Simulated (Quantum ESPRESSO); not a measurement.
A computed C K-edge spectrum of one site in a crystal of C and Hf, with its zero at a photon energy of about 281.2 eV (raw 287.9 eV, less 6.7 eV of added terms; uncertain by a few eV). Method: Quantum ESPRESSO XSpectra, PBE, excited-electron core hole (neutral cell) in a small cell, dipole transitions, broadening that rises with energy, without spin-orbit coupling.

Energy from the energy zero of the input (xe0, at the border of filled and empty states); intensity scaled to a mean of 1 over the first 20 eV:

```csv
E (eV),intensity
-2.0,0.04
-1.5,0.05
-1.0,0.07
-0.5,0.13
0.0,0.34
0.5,0.53
1.0,0.66
1.5,0.77
2.0,0.87
2.5,0.97
3.0,1.05
3.5,1.16
4.0,1.28
4.5,1.50
5.0,1.55
5.5,1.35
6.0,1.17
6.5,1.08
7.0,1.15
7.5,1.24
8.0,1.34
8.5,1.41
9.0,1.48
9.5,1.62
10.0,1.75
10.5,1.73
11.0,1.59
11.5,1.45
12.0,1.31
12.5,1.16
13.0,1.02
13.5,0.89
14.0,0.79
14.5,0.71
15.0,0.65
15.5,0.61
16.0,0.58
16.5,0.54
17.0,0.49
17.5,0.45
18.0,0.43
18.5,0.42
19.0,0.42
19.5,0.44
20.0,0.45
20.5,0.46
21.0,0.48
21.5,0.50
22.0,0.53
22.5,0.56
23.0,0.60
23.5,0.64
24.0,0.68
24.5,0.72
25.0,0.76
25.5,0.80
26.0,0.84
26.5,0.87
27.0,0.88
27.5,0.88
28.0,0.85
28.5,0.81
29.0,0.76
29.5,0.71
30.0,0.66
30.5,0.61
31.0,0.57
31.5,0.54
32.0,0.51
```

The database entry behind the starting cell differs from later determinations by our own check (about 0.2 % long), so it need not match the best structure at ambient conditions.

Question: Which coordination does this site have?

A K edge sees empty p states; the first features are C p mixed into the empty d states of the Hf neighbours, and the broad ones above probably into the cations' higher empty bands. It is atom 2 of HfC (Fm-3m), with 6 Hf at 2.32 Å (octahedral, site symmetry m-3m). Its main maxima below 24 eV lie at 5.0 eV (1.56) and 10.2 eV (1.76). A near-edge spectrum doesn't fix the structure by itself; it is matched against candidates. The holes are only 5.7 Å apart, so the shape is probably not converged with cell size; no larger cell was run here. The structure is a published determination, not relaxed.

[Banner, clock and machine lines of the logs are left out without a mark of their own.]

[Logs are printed without paths, hosts, clocks, repeated set-up lines and the standing remarks that a program may print on its own settings, such as how far it seeks lower states.]

[Hosts, paths, dates, database ids (printed as entryN), source tags and the programs' standing remarks are cut or masked in the printed files.]

[Lists of maxima count a maximum above −3 eV only where it reaches 4 % of the highest in the window and stands out from its surroundings by 2 % of it (1.5 % where it reaches 55 %); shoulders and weaker maxima are passed over, and of the rest the first, up to two pre-edge ones and the few strongest are named.]
